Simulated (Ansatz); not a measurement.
**Resistivity from frozen vibrations: Pt(111) with 4 thermally displaced layers, 2x2**

How much do lattice vibrations at 500 K scatter the electrons of Pt? Layers with random displacements are laid between perfect leads, and the resistance is followed against their length. The measured value for the pure metal at this temperature is 18.3 µΩ cm (CRC Handbook of Chemistry and Physics, 84th ed., 2003, Electrical Resistivity of Pure Metals).

Main program and level: Ansatz 0.2.0; Ansatz plane-wave DFT, PBE, PAW files; ballistic transport by layer matching (Landauer), zero bias; PAW set soft_1.

### Step 1. The starting structure

The cell holds 40 atoms: 40 Pt. Cell: a = 5.546 Å, b = 5.546 Å, c = 22.699 Å, α = 93.5°, β = 86.5°, γ = 120.0°. It derives from Pt. Regions: lead, 24 atoms (24 Pt); scattering region, 16 atoms (16 Pt). The structure is stacked along c, and the current runs across the ab planes.

### Step 2. With 4 displaced layers

Each atom of 4 layers is moved at random, by amounts drawn from a normal law 0.0807 Å wide in each direction from the Debye model (240 K) at 500 K. The layers about the cell's end stay perfect and serve as the lead. Disorder leaves little or no symmetry, which makes such runs dear. Energies from -0.05 to 0.05 eV in steps of 0.05 eV are too few for the program's thermal sum, so it prints no conductance; for a metal the transmission near the Fermi level serves, at a fraction of the cost.

input.yaml reads:

```yaml
crystal:
  lattice:
    - [5.5462627489, 0.0, 0.0]
    - [-2.7731313745, 4.8032044366, 0.0]
    - [1.3865656872, -0.8005340728, 22.6425228571]
  atoms:
    - { symbol: Pt, position: [0.9916666667, 0.0083333333, 0.05] }
    - { symbol: Pt, position: [0.9916666667, 0.5083333333, 0.05] }
    - { symbol: Pt, position: [0.4916666667, 0.0083333333, 0.05] }
    - { symbol: Pt, position: [0.4916666667, 0.5083333333, 0.05] }
    - { symbol: Pt, position: [0.1416666667, 0.3583333333, 0.15] }
    - { symbol: Pt, position: [0.1416666667, 0.8583333333, 0.15] }
    - { symbol: Pt, position: [0.6416666667, 0.3583333333, 0.15] }
    - { symbol: Pt, position: [0.6416666667, 0.8583333333, 0.15] }
    - { symbol: Pt, position: [0.2916666667, 0.2083333333, 0.25] }
    - { symbol: Pt, position: [0.2916666667, 0.7083333333, 0.25] }
    - { symbol: Pt, position: [0.7916666667, 0.2083333333, 0.25] }
    - { symbol: Pt, position: [0.7916666667, 0.7083333333, 0.25] }
    - { symbol: Pt, position: [0.9528630808, 0.0819140243, 0.3543664396] }
    - { symbol: Pt, position: [0.9320485308, 0.5530120549, 0.3481197423] }
    - { symbol: Pt, position: [0.4490441435, 0.0578348777, 0.3526628356] }
    - { symbol: Pt, position: [0.4280003095, 0.5846046424, 0.349656195] }
    - { symbol: Pt, position: [0.1006472753, 0.405812832, 0.448648418] }
    - { symbol: Pt, position: [0.1054563184, 0.9220703896, 0.4492779299] }
    - { symbol: Pt, position: [0.5957222015, 0.4193405416, 0.4468970161] }
    - { symbol: Pt, position: [0.5733423303, 0.9145732428, 0.4476092637] }
    - { symbol: Pt, position: [0.2071530011, 0.2443738779, 0.5483328967] }
    - { symbol: Pt, position: [0.2117359955, 0.733271621, 0.5501306231] }
    - { symbol: Pt, position: [0.7532089564, 0.2539732871, 0.5473488926] }
    - { symbol: Pt, position: [0.753475757, 0.7702094748, 0.5489303865] }
    - { symbol: Pt, position: [0.9084810054, 0.1257377162, 0.6492621481] }
    - { symbol: Pt, position: [0.882600228, 0.6143233075, 0.650882563] }
    - { symbol: Pt, position: [0.3972582915, 0.0863505558, 0.647641183] }
    - { symbol: Pt, position: [0.3648203638, 0.5792652899, 0.6504507711] }
    - { symbol: Pt, position: [0.0416666667, 0.4583333333, 0.75] }
    - { symbol: Pt, position: [0.0416666667, 0.9583333333, 0.75] }
    - { symbol: Pt, position: [0.5416666667, 0.4583333333, 0.75] }
    - { symbol: Pt, position: [0.5416666667, 0.9583333333, 0.75] }
    - { symbol: Pt, position: [0.1916666667, 0.3083333333, 0.85] }
    - { symbol: Pt, position: [0.1916666667, 0.8083333333, 0.85] }
    - { symbol: Pt, position: [0.6916666667, 0.3083333333, 0.85] }
    - { symbol: Pt, position: [0.6916666667, 0.8083333333, 0.85] }
    - { symbol: Pt, position: [0.8416666667, 0.1583333333, 0.95] }
    - { symbol: Pt, position: [0.8416666667, 0.6583333333, 0.95] }
    - { symbol: Pt, position: [0.3416666667, 0.1583333333, 0.95] }
    - { symbol: Pt, position: [0.3416666667, 0.6583333333, 0.95] }
kpoints:
  mp_grid: { grid: [5, 5, 1] }
hamiltonian:
  xc: pbe
  pseudopotentials: { kind: paw, azcp: { folder: soft_1 } }
scf:
  occupations: { method: fermi_dirac, width: 0.1 }
output:
  transmission:
    leads: [[0, 4]]
    kmesh: [10, 10]
    e_range: [-0.05, 0.05]
    de: 0.05
  write_potential: true
  write_density: true
  volumetric_format: npy
```

Started as:

```sh
> ansatz run input.yaml --threads 8 --pin off --max-ram 15360MiB --backend cpu --events-out ev --progress --plain --runs-dir out
```

Numbers of over 12 decimals in the logs are rounded to 6 here.

Log:

```text
Engine: ansatz 0.2.0, x86_64-unknown-linux-gnu
Pseudopotentials: kind: paw
Pseudopotential: Pt, paw, valence charge 18, recommended cutoff 420 eV (normal), soft_1/Pt.paw.azcp
Functional definition: PBE
  parameter kappa = 0.804
  parameter beta = 0.066725
  exchange = pbe_x(kappa = kappa, mu = beta*pi^2/3)
  correlation = pbe_c(beta = beta)
Crystal: 40 atoms, lattice volume = 603.193 Å³
Basis set: ecut = 420 eV, 11827 PW (Γ)
Bands: 432, of which v1, the nominal top of the filled ones, is band 360 counted from 1 (359 counted from 0)
Symmetry: 1 space group operations
Space group: P1 (ITA 1), of the structure as read, at distance tolerance 8.4e-5 Å
k-points: 13 of 25 (time reversal used)
Non-local potential: Pt, projectors of the file, l = 0: 3, l = 1: 2, l = 2: 2, l = 3: 1
PAW form: soft (Blöchl's): semilocal exchange-correlation on the pseudo side does not see the compensation charge
PAW one-centre angular grid: Pt, 590 points (default); XC on 64 Gauss nodes
Initial density: superposition of atomic densities (chi_scale 0.1, normalization cell)
Initial wavefunctions: pseudopotential atomic-orbital guess
Functional: x = pbe(κ = 0.804, μ = 0.219515), c = pbe(β = 0.066725)
SCF iter   1: F=—  HF=-500999.728705 eV  |F-HF|=—  |Δ(HF+E_count)|=         —  Δρ=8.55e-2  dr2=4.28e1  ethr=3.10e-3  ⟨swp⟩=4.5  Hψ=16422  notcnv=0  defer=241
preconditioner: auto → Kerker (q_TF=auto, 2.810 Å⁻¹)  [metal: Δε(μ)=0.003 eV  Ē_g=8.555 eV  σ=0.100 eV  W_gap=0.01  n_scr=246 (ndim 8)  ℏωp=30.2 eV  f_vac=0.000  D(μ)=68.92/eV (n_scr^D=920)]
SCF iter   2: F=—  HF=-500989.930212 eV  |F-HF|=—  |Δ(HF+E_count)|=    9.80e0  Δρ=4.53e-2  dr2=1.18e1  ethr=3.10e-3  ⟨swp⟩=2.9  Hψ=9422  notcnv=0  defer=484
SCF iter   3: F=—  HF=-500986.637162 eV  |F-HF|=—  |Δ(HF+E_count)|=    3.29e0  Δρ=6.50e-3  dr2=1.42e-1  ethr=1.63e-3  ⟨swp⟩=2.2  Hψ=8101  notcnv=0  defer=484
SCF iter   4: F=—  HF=-500986.652988 eV  |F-HF|=—  |Δ(HF+E_count)|=   1.58e-2  Δρ=1.07e-3  dr2=1.04e-2  ethr=1.97e-5  ⟨swp⟩=2.1  Hψ=7209  notcnv=0  defer=484
SCF iter   5: F=—  HF=-500986.653273 eV  |F-HF|=—  |Δ(HF+E_count)|=   2.85e-4  Δρ=3.72e-4  dr2=1.30e-3  ethr=1.45e-6  ⟨swp⟩=2.4  Hψ=7611  notcnv=0  defer=484
SCF iter   6: F=—  HF=-500986.653216 eV  |F-HF|=—  |Δ(HF+E_count)|=   5.68e-5  Δρ=6.35e-5  dr2=3.90e-5  ethr=1.80e-7  ⟨swp⟩=2.8  Hψ=8990  notcnv=0  defer=484
SCF iter   7: F=—  HF=-500986.652077 eV  |F-HF|=—  |Δ(HF+E_count)|=   1.14e-3  Δρ=1.78e-5  dr2=1.59e-5  ethr=5.42e-9  ⟨swp⟩=1.2  Hψ=5148  notcnv=0  defer=484
SCF iter   8: F=—  HF=-500986.652077 eV  |F-HF|=—  |Δ(HF+E_count)|=   1.01e-7  Δρ=5.01e-6  dr2=1.03e-6  ethr=2.21e-9  ⟨swp⟩=1.0  Hψ=5108  notcnv=0  defer=484
SCF iter   9: F=-500986.652077 eV  HF=-500986.652077 eV  |F-HF|=4.71e-8  |Δ(HF+E_count)|=   2.03e-8  Δρ=1.50e-6  dr2=5.30e-8  ethr=1.39e-11  ⟨swp⟩=8.1  Hψ=17547  notcnv=0
SCF 1 converged in 9 iterations: F = -500986.652077 eV  dr2 = 5.30e-8
  greatest PAW one-centre occupation: 1.000 electrons in one spin orbital (limit 2), on the Pt atom at site 20 (counted from 0), in its partial waves of l = 0
transmission: 216 of 2132 steps passed
transmission: 435 of 2132 steps passed
[...]
transmission: 2132 of 2132 steps passed
SCF converged after 9 iterations
Free energy (F): -500986.652077 eV
Harris-Foulkes:  -500986.652077 eV  (|F-HF|=4.71e-8)
Internal energy: -500984.416754 eV  (E = F + TS)
E sigma→0 (E₀):  -500985.534416 eV
Entropy (-TS):   -2.235323 eV (-55.883 meV/atom)
Fermi energy:    23.436352 eV
--- Per-component energies (eV) ---
  E_band       = -5140.781441
  E_kinetic    = 23907.004456
  E_local      = -57294.478847  (includes V_loc(G=0)·N_el)
  E_nonlocal   = 8156.994129
  E_hartree    = 21833.994116
  E_xc         = -9306.589644
  E_vxc        = -10874.016394  (∫ρ·V_xc dr)
  E_paw        = -379357.461027  (= ΣΔE_a)
  E_vpaw       = -12704.332965  (= ΣTr[D̂ρ^β])
  E_aug_tail   = 0.044715  (compensation charges beyond the density's cutoff)
  E_ewald      = -108923.924653
  E_smearing   = -2.235323  (= −TS)
  E_closure    = 0.000000  (closes the sum)
  Σ components = -500986.652077   (vs F -500986.652077, Δ=0.00e0)
--- Band table (eV; the first three rows and the last of 13) ---
  k-point 0: bands = [... 356 lower, 23.5967, 23.6078, 23.6335, 23.6496, 23.6575, 23.6770, 23.6988, 23.7115, ... 68 higher]
  k-point 1: bands = [... 356 lower, 23.3976, 23.4086, 23.4286, 23.4343, 23.4557, 23.4910, 23.5295, 23.6198, ... 68 higher]
  k-point 2: bands = [... 356 lower, 23.3365, 23.3580, 23.4177, 23.4604, 23.5087, 23.5341, 23.5393, 23.5566, ... 68 higher]
  k-point 12: bands = [... 356 lower, 23.2879, 23.3414, 23.4433, 23.4645, 23.4822, 23.4983, 23.5152, 23.5329, ... 68 higher]
--- Transmission ---
  basis      : 241 plane waves across, 41 finite elements along
  points     : 52, standing for a mesh of 10 x 10
  energies   : 3 from -0.050000 to 0.050000 eV about the Fermi level, 0.050000 eV apart; the leads are filled to 0.000000 eV, and channels, transmission and decay are at 0.000000 eV
  crystal 0  : Pt4, at the sites [0, 4], period 2.2643 Å, over 13.59 Å; its Hamiltonian steps by up to 3.1 meV
    offset         : up to 0.0000 Å between an atom of the period and one for which it stands
    channels       : 6.890000e0 a spin
    conductance    : none, the energies end too early or step too widely for 300 K: set another output.transmission.e_range or a lower de, or, where they end at an eighth of basis.ecutwfc, a higher one
  junction   : crystal 0 to crystal 0, 0.70 to 21.08 Å
    transmission   : 5.535164e0 a spin
    conductance    : none, the energies end too early or step too widely for 300 K: set another output.transmission.e_range or a lower de, or, where they end at an eighth of basis.ecutwfc, a higher one
```

Run time: 5.2 min. Hardware: 8 threads of Intel Xeon at 2.70GHz, shared host; peak memory 9.3 GiB.

Numbers from this step:

```
free energy                                    : -500986.6521 eV
energy at zero smearing                        : -500985.5344 eV
Fermi energy                                   : 23.44 eV
cell area                                      : 26.64 Å²
transmission per spin nearest the Fermi level  : 5.535
open channels per spin nearest the Fermi level : 6.89
step of the lead's potential                   : 3.1 meV
```

Per spin. Table of transmission, zone mean by energy, zero at the Fermi level:

```tsv
energy (eV)	transmission, zone mean
-0.0500	5.76
0.0000	5.54
0.0500	5.24
```

Per spin. The open channels, zone mean, lead by energy, zero at the Fermi level:

```tsv
energy (eV)	open channels, zone mean, lead
-0.0500	7.16
0.0000	6.89
0.0500	6.21
```

Transmission over k1 and k2. At 0.0000 eV from the Fermi level.

Ten even steps from '_' (2.93) to '@' (7.74):
```
@@@@++++++@@@@..__..
::++%%++**@@++--____
--++==##..%%**++::..
%%++++__++++__++++@@
%%%%%%##==__==##%%%%
%%@@++++__++++__++++
--..::++**%%..##==++
::____--++@@**++%%++
@@..__..@@@@++++++@@
@@@@::--@@%%@@--::@@
```
Columns: k1 (b1) from -0.5 to 0.4; rows upwards: k2 (b2) from -0.5 to 0.4.

Open channels over k1 and k2. At 0.0000 eV from the Fermi level.

Values, 10 rows by 10 columns:
```
10.0  8.0  6.0  6.0  6.0  8.0 10.0  4.0  3.0  4.0
 6.0  6.0  8.0  7.0  7.0  8.0  6.0  6.0  3.0  3.0
 6.0  6.0  7.0  9.0  4.0  9.0  7.0  6.0  6.0  4.0
10.0  6.0  7.0  4.0  9.0  9.0  4.0  7.0  6.0 10.0
10.0  8.0  8.0  9.0  9.0  5.0  9.0  9.0  8.0  8.0
10.0 10.0  6.0  7.0  4.0  9.0  9.0  4.0  7.0  6.0
 6.0  4.0  6.0  6.0  7.0  9.0  4.0  9.0  7.0  6.0
 6.0  3.0  3.0  6.0  6.0  8.0  7.0  7.0  8.0  6.0
10.0  4.0  3.0  4.0 10.0  8.0  6.0  6.0  6.0  8.0
10.0 10.0  6.0  6.0 10.0 10.0 10.0  6.0  6.0 10.0
```
Columns: k1 (b1) from -0.5 to 0.4; rows upwards: k2 (b2) from -0.5 to 0.4.

Over the solved energies the transmission per spin lies between 5.24 and 5.76, out of 6.75 channels of the lead on average (up to 7.16).

### Step 3. With 8 displaced layers

Each atom of 8 layers is moved at random, by amounts drawn from a normal law 0.0807 Å wide in each direction from the Debye model (240 K) at 500 K. A fresh draw is used; the growth of the resistance with length is what counts.

System of this step: Pt(111) with 8 thermally displaced layers, 2x2. The cell holds 56 atoms: 56 Pt. Its edges and angles: a = 5.546 Å, b = 5.546 Å, c = 31.740 Å, α = 87.5°, β = 92.5°, γ = 120.0°. It derives from Pt. Regions: lead, 24 atoms (24 Pt); scattering region, 32 atoms (32 Pt). The structure is stacked along c, and the current runs across the ab planes.

input.yaml reads:

```yaml
crystal:
  lattice:
    - [5.5462627489, 0.0, 0.0]
    - [-2.7731313745, 4.8032044366, 0.0]
    - [-1.3865656872, 0.8005340728, 31.6995319999]
  atoms:
    - { symbol: Pt, position: [0.005952381, 0.994047619, 0.0357142857] }
    - { symbol: Pt, position: [0.005952381, 0.494047619, 0.0357142857] }
    - { symbol: Pt, position: [0.505952381, 0.994047619, 0.0357142857] }
    - { symbol: Pt, position: [0.505952381, 0.494047619, 0.0357142857] }
    - { symbol: Pt, position: [0.1845238095, 0.3154761905, 0.1071428571] }
    - { symbol: Pt, position: [0.1845238095, 0.8154761905, 0.1071428571] }
    - { symbol: Pt, position: [0.6845238095, 0.3154761905, 0.1071428571] }
    - { symbol: Pt, position: [0.6845238095, 0.8154761905, 0.1071428571] }
    - { symbol: Pt, position: [0.3630952381, 0.1369047619, 0.1785714286] }
    - { symbol: Pt, position: [0.3630952381, 0.6369047619, 0.1785714286] }
    - { symbol: Pt, position: [0.8630952381, 0.1369047619, 0.1785714286] }
    - { symbol: Pt, position: [0.8630952381, 0.6369047619, 0.1785714286] }
    - { symbol: Pt, position: [0.0437286833, 0.9453285495, 0.253528701] }
    - { symbol: Pt, position: [0.0590724239, 0.468707001, 0.2510229908] }
    - { symbol: Pt, position: [0.5446439551, 0.9356864943, 0.2515634386] }
    - { symbol: Pt, position: [0.535732613, 0.4284764192, 0.2508837499] }
    - { symbol: Pt, position: [0.2229742712, 0.2930831227, 0.3203104518] }
    - { symbol: Pt, position: [0.2224817938, 0.785896044, 0.3191970757] }
    - { symbol: Pt, position: [0.7282776994, 0.2777887868, 0.322682732] }
    - { symbol: Pt, position: [0.7220273411, 0.797760565, 0.3229697841] }
    - { symbol: Pt, position: [0.4020636152, 0.1112769448, 0.3960652464] }
    - { symbol: Pt, position: [0.4120317006, 0.5743689233, 0.3951061341] }
    - { symbol: Pt, position: [0.9043626224, 0.1000402442, 0.3902935611] }
    - { symbol: Pt, position: [0.9067457738, 0.5797441167, 0.3943009311] }
    - { symbol: Pt, position: [0.0827587188, 0.8958621883, 0.4635153197] }
    - { symbol: Pt, position: [0.0610188279, 0.426078053, 0.4681422353] }
    - { symbol: Pt, position: [0.5916477751, 0.8929787326, 0.4628215441] }
    - { symbol: Pt, position: [0.6010719538, 0.4489844089, 0.465358373] }
    - { symbol: Pt, position: [0.2475819331, 0.2490484909, 0.5356719631] }
    - { symbol: Pt, position: [0.2469792448, 0.7315391728, 0.5367004848] }
    - { symbol: Pt, position: [0.7595581209, 0.2425789492, 0.5351497333] }
    - { symbol: Pt, position: [0.7336768559, 0.7353645219, 0.538786641] }
    - { symbol: Pt, position: [0.4202182786, 0.0407131587, 0.6105411609] }
    - { symbol: Pt, position: [0.4599834548, 0.6008797717, 0.6073020512] }
    - { symbol: Pt, position: [0.9162050937, 0.0405840899, 0.6105141555] }
    - { symbol: Pt, position: [0.9647499839, 0.5519535802, 0.6054949781] }
    - { symbol: Pt, position: [0.1146802718, 0.8730641795, 0.6778824223] }
    - { symbol: Pt, position: [0.1100811044, 0.3896662899, 0.6813595028] }
    - { symbol: Pt, position: [0.6209601691, 0.9025268791, 0.6775021358] }
    - { symbol: Pt, position: [0.5992826415, 0.3515835252, 0.6748789781] }
    - { symbol: Pt, position: [0.2985381375, 0.1981686977, 0.7514768164] }
    - { symbol: Pt, position: [0.3110167246, 0.730211976, 0.7520674874] }
    - { symbol: Pt, position: [0.8052342654, 0.2067528766, 0.7482217409] }
    - { symbol: Pt, position: [0.7764380115, 0.7006104346, 0.7471227673] }
    - { symbol: Pt, position: [0.4702380952, 0.0297619048, 0.8214285714] }
    - { symbol: Pt, position: [0.4702380952, 0.5297619048, 0.8214285714] }
    - { symbol: Pt, position: [0.9702380952, 0.0297619048, 0.8214285714] }
    - { symbol: Pt, position: [0.9702380952, 0.5297619048, 0.8214285714] }
    - { symbol: Pt, position: [0.1488095238, 0.8511904762, 0.8928571429] }
    - { symbol: Pt, position: [0.1488095238, 0.3511904762, 0.8928571429] }
    - { symbol: Pt, position: [0.6488095238, 0.8511904762, 0.8928571429] }
    - { symbol: Pt, position: [0.6488095238, 0.3511904762, 0.8928571429] }
    - { symbol: Pt, position: [0.3273809524, 0.1726190476, 0.9642857143] }
    - { symbol: Pt, position: [0.3273809524, 0.6726190476, 0.9642857143] }
    - { symbol: Pt, position: [0.8273809524, 0.1726190476, 0.9642857143] }
    - { symbol: Pt, position: [0.8273809524, 0.6726190476, 0.9642857143] }
kpoints:
  mp_grid: { grid: [5, 5, 1] }
hamiltonian:
  xc: pbe
  pseudopotentials: { kind: paw, azcp: { folder: soft_1 } }
scf:
  occupations: { method: fermi_dirac, width: 0.1 }
output:
  transmission:
    leads: [[0, 4]]
    kmesh: [10, 10]
    e_range: [-0.05, 0.05]
    de: 0.05
  write_potential: true
  write_density: true
  volumetric_format: npy
```

Log:

```text
[...]
Crystal: 56 atoms, lattice volume = 844.470 Å³
Basis set: ecut = 420 eV, 16521 PW (Γ)
Bands: 605, of which v1, the nominal top of the filled ones, is band 504 counted from 1 (503 counted from 0)
Symmetry: 1 space group operations
[...]
k-points: 13 of 25 (time reversal used)
[...]
SCF iter   1: F=—  HF=-701397.848394 eV  |F-HF|=—  |Δ(HF+E_count)|=         —  Δρ=8.53e-2  dr2=6.29e1  ethr=3.10e-3  ⟨swp⟩=4.2  Hψ=23011  notcnv=0  defer=347
[...]
SCF iter  10: F=-701379.660829 eV  HF=-701379.660829 eV  |F-HF|=8.50e-9  |Δ(HF+E_count)|=   1.51e-9  Δρ=3.80e-7  dr2=8.84e-9  ethr=9.92e-12  ⟨swp⟩=8.1  Hψ=24491  notcnv=0
SCF 1 converged in 10 iterations: F = -701379.660829 eV  dr2 = 8.84e-9
[...]
transmission: 308 of 3016 steps passed
transmission: 612 of 3016 steps passed
[...]
transmission: 3016 of 3016 steps passed
SCF converged after 10 iterations
Free energy (F): -701379.660829 eV
[...]
Internal energy: -701376.546290 eV  (E = F + TS)
E sigma→0 (E₀):  -701378.103559 eV
Entropy (-TS):   -3.114539 eV (-55.617 meV/atom)
Fermi energy:    23.442092 eV
[...]
--- Band table (eV; the first three rows and the last of 13) ---
  k-point 0: bands = [... 500 lower, 23.6312, 23.6329, 23.6428, 23.6481, 23.6551, 23.6701, 23.6875, 23.6933, ... 97 higher]
  k-point 1: bands = [... 500 lower, 23.4164, 23.4283, 23.4471, 23.4584, 23.4865, 23.5045, 23.5172, 23.5401, ... 97 higher]
  k-point 2: bands = [... 500 lower, 23.4338, 23.4446, 23.4518, 23.4748, 23.4857, 23.5124, 23.5169, 23.5489, ... 97 higher]
  k-point 12: bands = [... 500 lower, 23.3397, 23.3585, 23.3805, 23.4132, 23.4318, 23.4405, 23.4617, 23.5077, ... 97 higher]
--- Transmission ---
  basis      : 241 plane waves across, 58 finite elements along
  points     : 52, standing for a mesh of 10 x 10
[...]
channels       : 6.890000e0 a spin
[...]
junction   : crystal 0 to crystal 0, 0.70 to 30.13 Å
    transmission   : 4.304937e0 a spin
[...]
```

Run time: 7.4 min. Hardware: 8 threads; peak memory 8.7 GiB; 48 min of CPU time.

Numbers from this step:

* free energy: -701379.6608 eV
* energy at zero smearing: -701378.1036 eV
* transmission per spin nearest the Fermi level: 4.305
* step of the lead's potential: 10.6 meV

Per spin. Transmission, zone mean against energy, zero at the Fermi level:

```tsv
energy (eV)	transmission, zone mean
-0.0500	4.50
0.0000	4.30
0.0500	4.14
```

Over the solved energies the transmission per spin lies between 4.14 and 4.50, out of 6.75 channels of the lead on average (up to 7.16).

[end of part 1 of 2]

[Logs are printed without paths, hosts, clocks, repeated set-up lines and the standing remarks that a program may print on its own settings, such as how far it seeks lower states.]

[Hosts, paths, dates, database ids (printed as entryN), source tags and the programs' standing remarks are cut or masked in the printed files.]
